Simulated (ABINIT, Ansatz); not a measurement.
# RbSnH3 (Pm-3m): zone-centre phonons, part 2 of 4

Aim: the zone-centre modes of RbSnH3 (Pm-3m).

ABINIT 10.8.3; DFT LDA, scalar-relativistic, plane waves, PseudoDojo norm-conserving pseudopotentials.

So far. Step 2 (Relaxation): The volume changes by -0.5 % from the cell with which this run began. Step 3 (Ground state): The cell stands at -0.52 GPa: the relaxation ran with a smoothed and higher cutoff, and the difference is a stress of the finite basis. The relaxed cell has a = 4.284 Å (conventional setting).

The structure was built from a prototype and need not be the compound's stable phase.

### Step 4. Zone-centre response

At q = 0 one unit cell holds all displacements. The response is solved for single atoms along the cell's directions, and symmetry skips those that follow from others. The crystal is treated as a metal, which screens a static field, so no field response is asked.

Input file dfpt_gamma.abi:

```

# common to the responses
getwfk_filepath "gso_WFK"
kptopt 2
nqpt 1
qpt 0.0 0.0 0.0
asr 0
chneut 0

# displacements
rfphon 1
rfatpol 1 5
rfdir 1 1 1
tolvrs 1.0d-10
prtwf 0

# basis, mesh and filling
ecut 32.0
ngkpt 6 6 6
nshiftk 1
shiftk 0.0 0.0 0.0
istwfk *1
occopt 7
tsmear 0.01
nband 20
nstep 100
diemac 1000000.0
prtebands 0
prtgsr 0

# cell and atoms
acell 3*1.0 Angstrom
rprim 
    4.284460418 0.0 0.0
    0.0 4.284460418 0.0
    0.0 0.0 4.284460418
ntypat 3
znucl 37 50 1
natom 5
typat 1 2 3 3 3
xred 
    0.0 0.0 0.0
    0.5 0.5 0.5
    0.5 0.5 0.0
    0.5 0.0 0.5
    0.0 0.5 0.5
pp_dirpath "./pseudo"
pseudos "Rb.upf, Sn.upf, H.upf"
```

Run with:

```console
OMP_NUM_THREADS=1 mpirun -n 4 abinit dfpt_gamma.abi > dfpt_gamma.log
```

Numbers of over 12 decimals in the logs are rounded to 6 here.

dfpt_gamma.abo, the main output file:

```text
[banners, grids, parts of the stress and lines that vanish by symmetry left out]
- input  file    -> dfpt_gamma.abi
- output file    -> dfpt_gamma.abo
- root for input  files -> dfpt_gammai
- root for output files -> dfpt_gammao

 Symmetries : space group Pm -3 m (#221); Bravais cP (primitive cubic)
================================================================================
 Values of the parameters that define the memory need of the present run (RF).
     intxc =       0      iscf =       7    lmnmax =       6     lnmax =       6
     mgfft =      45  mpssoang =       3    mqgrid =    3001     natom =       5
  nloc_mem =       1    nspden =       1   nspinor =       1    nsppol =       1
      nsym =      48    n1xccc =    2501    ntypat =       3    occopt =       7
   xclevel =       1
-    mband =          20        mffmem =           1         mkmem =          28
-   mkqmem =          28        mk1mem =          28           mpw =        4636
      nfft =       91125          nkpt =         112
- my_mband =          20
================================================================================
================================================================================

--------------------------------------------------------------------------------
------------- Echo of variables that govern the present computation ------------
--------------------------------------------------------------------------------
-
- outvars: echo of selected default values
-   iomode0 =  0 , fftalg0 =312 , wfoptalg0 =  0
-
- outvars: echo of global parameters not present in the input file
-  max_nthreads =    1
-
 -outvars: echo values of preprocessed input variables
 [... echo left out ...]
================================================================================

 chkinp: Checking input parameters for consistency.

[...]
== DATASET  1 ==================================================================
-   mpi_nproc: 4, omp_nthreads: 1 (-1 if OMP is not activated)

--- !DatasetInfo
iteration_state: {dtset: 1, }
dimensions: {natom: 5, nkpt: 112, mband: 20, nsppol: 1, nspinor: 1, nspden: 1, mpw: 4636, }
cutoff_energies: {ecut:  32.0, pawecutdg:  -1.0, }
electrons: {nelect:   2.60000000E+01, charge:   0.00000000E+00, occopt:   7.00000000E+00, tsmear:   1.00000000E-02, }
meta: {optdriver: 1, rfphon: 1, }
...

 mkfilename: getwfk from: gso_WFK

 Real(R)+Recip(G) space primitive vectors, cartesian coordinates (Bohr,Bohr^-1):
 R(1)=  8.0964568  0.0000000  0.0000000  G(1)=  0.1235108  0.0000000  0.0000000
 R(2)=  0.0000000  8.0964568  0.0000000  G(2)=  0.0000000  0.1235108  0.0000000
 R(3)=  0.0000000  0.0000000  8.0964568  G(3)=  0.0000000  0.0000000  0.1235108
 Unit cell volume ucvol=  5.3074389E+02 bohr^3
 Angles (23,13,12)=  9.00000000E+01  9.00000000E+01  9.00000000E+01 degrees
 setup1 : take into account q-point for computing boxcut.

 getcut: wavevector=  0.0000  0.0000  0.0000  ngfft=  45  45  45
         ecut(hartree)=     32.000   => boxcut(ratio)=   2.13411

--- Pseudopotential description ------------------------------------------------
- pspini: atom type   1  psp file is ./pseudo/Rb.upf

- pspini: atom type   2  psp file is ./pseudo/Sn.upf

- pspini: atom type   3  psp file is ./pseudo/H.upf

   1.76734806E+03                                ecore*ucvol(ha*bohr**3)
--------------------------------------------------------------------------------

 ==>  initialize data related to q vector <==

 The list of irreducible perturbations for this q vector is:
    1)    idir= 1    ipert=   1
    2)    idir= 1    ipert=   2
    3)    idir= 1    ipert=   3
    4)    idir= 3    ipert=   3

[...]
The perturbation idir=   2  ipert=   1 is
 symmetric of a previously calculated perturbation.
 So, its SCF calculation is not needed.

 The perturbation idir=   3  ipert=   1 is
 symmetric of a previously calculated perturbation.
 So, its SCF calculation is not needed.

 The perturbation idir=   2  ipert=   2 is
 symmetric of a previously calculated perturbation.
 So, its SCF calculation is not needed.

 The perturbation idir=   3  ipert=   2 is
 symmetric of a previously calculated perturbation.
 So, its SCF calculation is not needed.

[...]
The perturbation idir=   2  ipert=   5 is
 symmetric of a previously calculated perturbation.
 So, its SCF calculation is not needed.

 The perturbation idir=   3  ipert=   5 is
 symmetric of a previously calculated perturbation.
 So, its SCF calculation is not needed.

--------------------------------------------------------------------------------
 Perturbation wavevector (in red.coord.)   0.000000  0.000000  0.000000
 Perturbation : displacement of atom   1   along direction   1
 Found     8 symmetries that leave the perturbation invariant.

[...]
dfpt_looppert : total number of electrons, from k and k+q
  fully or partially occupied states are    2.600000E+01 and    2.600000E+01.
 Initialisation of the first-order wave-functions :
  ireadwf=   0

--- !BeginCycle
iteration_state: {dtset: 1, }
solver: {iscf: 7, nstep: 100, nline: 4, wfoptalg: 0, }
tolerances: {tolvrs: 1.00E-10, }
...

     iter   2DEtotal(Ha)        deltaE(Ha) residm    vres2
-ETOT  1   1.652121     -1.256E+03 5.071E+00 2.495E+02
 ETOT  2  0.796939     -8.552E-01 1.623E-01 9.610E+01
 ETOT  3  0.757402     -3.954E-02 4.144E-02 1.070E+01
 ETOT  4  0.755548     -1.854E-03 3.242E-03 1.581E+00
 ETOT  5  0.754900     -6.482E-04 2.041E-03 5.071E-02
[...]
At SCF step   10       vres2   =  1.60E-11 < tolvrs=  1.00E-10 =>converged.
[...]
Mean square residual over all n,k,spin=   11.910E-09; max=  79.129E-07

 Thirteen components of 2nd-order total energy (hartree) are
 1,2,3: 0th-order hamiltonian combined with 1st-order wavefunctions
     kin0=   8.70675495E+02 eigvalue=   1.26549833E+02  local=  -4.33181809E+02
 4,5,6: 1st-order hamiltonian combined with 1st and 0th-order wfs
 loc psp =  -9.46441140E+02  Hartree=   3.36148946E+02     xc=  -8.26644479E+01
 note that "loc psp" includes a xc core correction that could be resolved
 7,8,9: eventually, occupation + non-local contributions
    edocc=   8.62535564E+01     enl0=   3.52835375E+02   enl1=  -1.56679276E+03
 1-9 gives the relaxation energy (to be shifted if some occ is /=2.0)
   erelax=  -1.25661695E+03
 10,11,12 Non-relaxation  contributions : frozen-wavefunctions and Ewald
 fr.local=   4.06059789E+02 fr.nonlo=   7.84719807E+02  Ewald=   7.91562184E+01
 13,14 Frozen wf xc core corrections (1) and (2)
 frxc 1  =  -1.73819939E+02  frxc 2 =   1.61255948E+02
 Resulting in :
 2DEtotal=    0.7548740100E+00 Ha. Also 2DEtotal=    0.205411682543E+02 eV
    (2DErelax=   -1.2566169490E+03 Ha. 2DEnonrelax=    1.2573718230E+03 Ha)
    (  non-var. 2DEtotal :    7.5487442499E-01 Ha)

[...]
Perturbation wavevector (in red.coord.)   0.000000  0.000000  0.000000
 Perturbation : displacement of atom   2   along direction   1
 Found     8 symmetries that leave the perturbation invariant.

[...]
dfpt_looppert : total number of electrons, from k and k+q
  fully or partially occupied states are    2.600000E+01 and    2.600000E+01.
 Initialisation of the first-order wave-functions :
  ireadwf=   0

--- !BeginCycle
iteration_state: {dtset: 1, }
solver: {iscf: 7, nstep: 100, nline: 4, wfoptalg: 0, }
tolerances: {tolvrs: 1.00E-10, }
...

     iter   2DEtotal(Ha)        deltaE(Ha) residm    vres2
-ETOT  1   5.560014     -2.182E+04 2.698E+01 6.614E+02
[...]
At SCF step   10       vres2   =  8.83E-12 < tolvrs=  1.00E-10 =>converged.
[...]
Mean square residual over all n,k,spin=   22.202E-08; max=  86.987E-06

 Thirteen components of 2nd-order total energy (hartree) are
 1,2,3: 0th-order hamiltonian combined with 1st-order wavefunctions
     kin0=   2.80042170E+04 eigvalue=   2.59919462E+03  local=  -1.37067231E+04
 4,5,6: 1st-order hamiltonian combined with 1st and 0th-order wfs
 loc psp =  -5.73802481E+03  Hartree=   1.86542378E+03     xc=  -3.12021091E+02
 note that "loc psp" includes a xc core correction that could be resolved
 7,8,9: eventually, occupation + non-local contributions
    edocc=   2.28181026E+01     enl0=   3.35001604E+03   enl1=  -3.79078260E+04
 1-9 gives the relaxation energy (to be shifted if some occ is /=2.0)
   erelax=  -2.18229254E+04
 10,11,12 Non-relaxation  contributions : frozen-wavefunctions and Ewald
 fr.local=   2.68457386E+03 fr.nonlo=   1.89303265E+04  Ewald=   8.69166319E+01
 13,14 Frozen wf xc core corrections (1) and (2)
 frxc 1  =  -7.80444619E+02  frxc 2 =   9.01511897E+02
 Resulting in :
 2DEtotal=   -0.4112214244E-01 Ha. Also 2DEtotal=   -0.111899050110E+01 eV
    (2DErelax=   -2.1822925412E+04 Ha. 2DEnonrelax=    2.1822884290E+04 Ha)
    (  non-var. 2DEtotal :   -4.1120795318E-02 Ha)

[...]
Perturbation wavevector (in red.coord.)   0.000000  0.000000  0.000000
 Perturbation : displacement of atom   3   along direction   1
 Found     4 symmetries that leave the perturbation invariant.

[...]
dfpt_looppert : total number of electrons, from k and k+q
  fully or partially occupied states are    2.600000E+01 and    2.600000E+01.
 Initialisation of the first-order wave-functions :
  ireadwf=   0

--- !BeginCycle
iteration_state: {dtset: 1, }
solver: {iscf: 7, nstep: 100, nline: 4, wfoptalg: 0, }
tolerances: {tolvrs: 1.00E-10, }
...

     iter   2DEtotal(Ha)        deltaE(Ha) residm    vres2
-ETOT  1   1.007077     -6.029E+01 4.161E-01 9.908E+02
[...]
At SCF step   10       vres2   =  1.78E-12 < tolvrs=  1.00E-10 =>converged.
[...]
Mean square residual over all n,k,spin=   30.310E-09; max=  34.543E-06

 Thirteen components of 2nd-order total energy (hartree) are
 1,2,3: 0th-order hamiltonian combined with 1st-order wavefunctions
     kin0=   6.43995039E+01 eigvalue=   5.14023113E-01  local=  -1.39520176E+01
 4,5,6: 1st-order hamiltonian combined with 1st and 0th-order wfs
 loc psp =  -8.76774038E+01  Hartree=   1.38403776E+01     xc=  -8.25321246E+00
 note that "loc psp" includes a xc core correction that could be resolved
 7,8,9: eventually, occupation + non-local contributions
    edocc=   4.60096408E+00     enl0=  -6.45904696E-01   enl1=  -3.33300641E+01
 1-9 gives the relaxation energy (to be shifted if some occ is /=2.0)
   erelax=  -6.05037339E+01
 10,11,12 Non-relaxation  contributions : frozen-wavefunctions and Ewald
 fr.local=   5.32293924E+01 fr.nonlo=   1.68641188E+01  Ewald=  -8.79194530E+00
 13,14 Frozen wf xc core corrections (1) and (2)
 frxc 1  =   0.00000000E+00  frxc 2 =   0.00000000E+00
 Resulting in :
 2DEtotal=    0.7978319855E+00 Ha. Also 2DEtotal=    0.217101143176E+02 eV
    (2DErelax=   -6.0503733925E+01 Ha. 2DEnonrelax=    6.1301565911E+01 Ha)
    (  non-var. 2DEtotal :    7.9783198385E-01 Ha)

[...]
Perturbation wavevector (in red.coord.)   0.000000  0.000000  0.000000
 Perturbation : displacement of atom   3   along direction   3
 Found     8 symmetries that leave the perturbation invariant.

--------------------------------------------------------------------------------

--------------------------------------------------------------------------------

 dfpt_looppert : total number of electrons, from k and k+q
  fully or partially occupied states are    2.600000E+01 and    2.600000E+01.
 Initialisation of the first-order wave-functions :
  ireadwf=   0

--- !BeginCycle
iteration_state: {dtset: 1, }
solver: {iscf: 7, nstep: 100, nline: 4, wfoptalg: 0, }
tolerances: {tolvrs: 1.00E-10, }
...

     iter   2DEtotal(Ha)        deltaE(Ha) residm    vres2
-ETOT  1  -3.383804     -6.677E+01 6.973E-01 4.648E+02
[...]
ETOT  9  -3.666656     -1.063E-11 1.012E-05 9.745E-10
 ETOT 10  -3.666656      1.364E-12 1.814E-06 1.372E-11

 At SCF step   10       vres2   =  1.37E-11 < tolvrs=  1.00E-10 =>converged.
[...]
Mean square residual over all n,k,spin=   29.655E-10; max=  18.145E-07

 Thirteen components of 2nd-order total energy (hartree) are
 1,2,3: 0th-order hamiltonian combined with 1st-order wavefunctions
     kin0=   6.60779240E+01 eigvalue=   6.61401672E-01  local=  -1.56508300E+01
 4,5,6: 1st-order hamiltonian combined with 1st and 0th-order wfs
 loc psp =  -9.84798792E+01  Hartree=   1.74418582E+01     xc=  -1.05655221E+01
 note that "loc psp" includes a xc core correction that could be resolved
 7,8,9: eventually, occupation + non-local contributions
    edocc=   1.00327549E+01     enl0=  -9.48288697E-01   enl1=  -3.56187167E+01
 1-9 gives the relaxation energy (to be shifted if some occ is /=2.0)
   erelax=  -6.70492979E+01
 10,11,12 Non-relaxation  contributions : frozen-wavefunctions and Ewald
 fr.local=  -8.69437010E+00 fr.nonlo=   1.56910538E+01  Ewald=   5.63859584E+01
 13,14 Frozen wf xc core corrections (1) and (2)
 frxc 1  =   0.00000000E+00  frxc 2 =   0.00000000E+00
 Resulting in :
 2DEtotal=   -0.3666655776E+01 Ha. Also 2DEtotal=   -0.997747865636E+02 eV
    (2DErelax=   -6.7049297909E+01 Ha. 2DEnonrelax=    6.3382642133E+01 Ha)
    (  non-var. 2DEtotal :   -3.6666558060E+00 Ha)

[...]
---- first-order wavefunction calculations are completed ----

 ==> Compute Derivative Database <==

 [... matrices left out ...]
  Phonon wavevector (reduced coordinates) :  0.00000  0.00000  0.00000
 Phonon energies in Hartree :
  -5.534962E-03 -5.534962E-03 -5.534962E-03  1.357198E-05  1.357198E-05
   1.357198E-05  3.774316E-04  3.774316E-04  3.774316E-04  2.542354E-03
   2.542354E-03  2.542354E-03  2.627918E-03  2.627918E-03  2.627918E-03
 Phonon frequencies in cm-1    :
- -1.214784E+03 -1.214784E+03 -1.214784E+03  2.978704E+00  2.978704E+00
-  2.978704E+00  8.283666E+01  8.283666E+01  8.283666E+01  5.579822E+02
-  5.579822E+02  5.579822E+02  5.767613E+02  5.767613E+02  5.767613E+02

== END DATASET(S) ==============================================================
================================================================================

 -outvars: echo values of variables after computation
            acell      1.8897261259E+00  1.8897261259E+00  1.8897261259E+00 Bohr
           etotal     -3.6666557764E+00
            fcart      0.0000000000E+00  0.0000000000E+00  0.0000000000E+00
           strten      0.0000000000E+00  0.0000000000E+00  0.0000000000E+00
================================================================================
```

Elapsed: 2.4 min, on 4 MPI ranks of Arm Neoverse V2, shared host; 9.4 min of CPU time.

This step gave:

```
largest acoustic frequency at the zone centre before the sum rule : 2.98 cm⁻¹
highest optical zone-centre mode (no LO-TO term)                  : 576.8 cm⁻¹
lowest optical zone-centre mode                                   : -1215 cm⁻¹
```

The acoustic modes at Γ come out as far as 3.0 cm⁻¹ from zero, where they should vanish, a small numerical error. The lowest optical mode is imaginary, 1215i cm⁻¹, an instability at this level and on this k mesh.

(Continued in part 3 of 4.)

[Host names and launcher messages were left out of these logs when they were recorded.]

[Logs are printed without paths, hosts, clocks, repeated set-up lines and the standing remarks that a program may print on its own settings, such as how far it seeks lower states.]

[Hosts, paths, dates, database ids (printed as entryN), source tags and the programs' standing remarks are cut or masked in the printed files.]
